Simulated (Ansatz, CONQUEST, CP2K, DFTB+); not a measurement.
**Other levels on Ge/Sn superlattice along [001] (80 atoms)**

The cell holds 80 atoms: 16 Ge and 64 Sn. Its edges and angles: a = 9.177 Å, b = 9.177 Å, c = 31.107 Å, α = 90.0°, β = 90.0°, γ = 90.0°. Diamond-structure lattice with in-plane constant 6.489 Å; 1 period of Ge and 4 of Sn along [001], 2 x 2 in-plane cells; the two parts stretched along z by 0.7938 and 1.0; every coordinate displaced by a Gaussian of 0.05 Å. Then every atom was moved at random, 0.02 Å r.m.s. a Cartesian component. Regions: Ge, 16 atoms (16 Ge); Sn, 64 atoms (64 Sn).

Geometry: as built.

The reference, a calculation:

| Property | Result |
| --- | --- |
| method | Kohn-Sham DFT, PBE, PAW, plane waves (Ansatz 0.2.0); cutoff 420 eV, Γ point, fermi-dirac smearing of 0.05 eV; PAW set soft_2 |
| r.m.s. force component | 0.5222 eV/Å |
| longest force | 2.088 eV/Å |
| pressure | 4.561 GPa |
| SCF cycles | 12 |
| time | 42 s on 4 threads of Intel Xeon 6975P-C (Granite Rapids), shared host |
| CPU time | 2.3 min |

Runs, in no order:
A. DFTB+ IPEA1-xTB: IPEA1-xTB tight binding, diagonalisation
B. DFTB+ GFN1-xTB: GFN1-xTB tight binding, diagonalisation
C. CP2K PBE, DZVP-MOLOPT (SR for Ge, Sn), 350/50 Ry, diagonalisation: Kohn-Sham DFT, PBE, GTH-PBE pseudopotentials, Gaussian and plane waves, DZVP-MOLOPT-GTH, diagonalisation
D. CONQUEST PBE, grid 80 Ha: Kohn-Sham DFT, PBE, norm-conserving pseudopotentials, pseudo-atomic orbitals (double zeta with polarisation), diagonalisation

Q: Order them from the smallest to the largest r.m.s. force difference.

C, D, B, A.

```csv
run,"Δ force, r.m.s. (meV/Å)",share of r.m.s. force (%),CPU time
"C. CP2K PBE, DZVP-MOLOPT (SR for Ge, Sn), 350/50 Ry, diagonalisation",14.5,2.77,4.5 min
"D. CONQUEST PBE, grid 80 Ha",53.4,10.2,5.7 min
B. DFTB+ GFN1-xTB,163,31.1,24 s
A. DFTB+ IPEA1-xTB,348,66.6,28 s
```

Periodic xTB results under one method name differ between programs and library versions (DFTB+ here holds tblite 0.3). The electronic-structure runs sample only Γ, in a cell whose shortest periodic width is 9 Å, which is coarse for a cell with partly filled levels.

[Logs are printed without paths, hosts, clocks, repeated set-up lines and the standing remarks that a program may print on its own settings, such as how far it seeks lower states.]

[Hosts, paths, dates, database ids (printed as entryN), source tags and the programs' standing remarks are cut or masked in the printed files.]
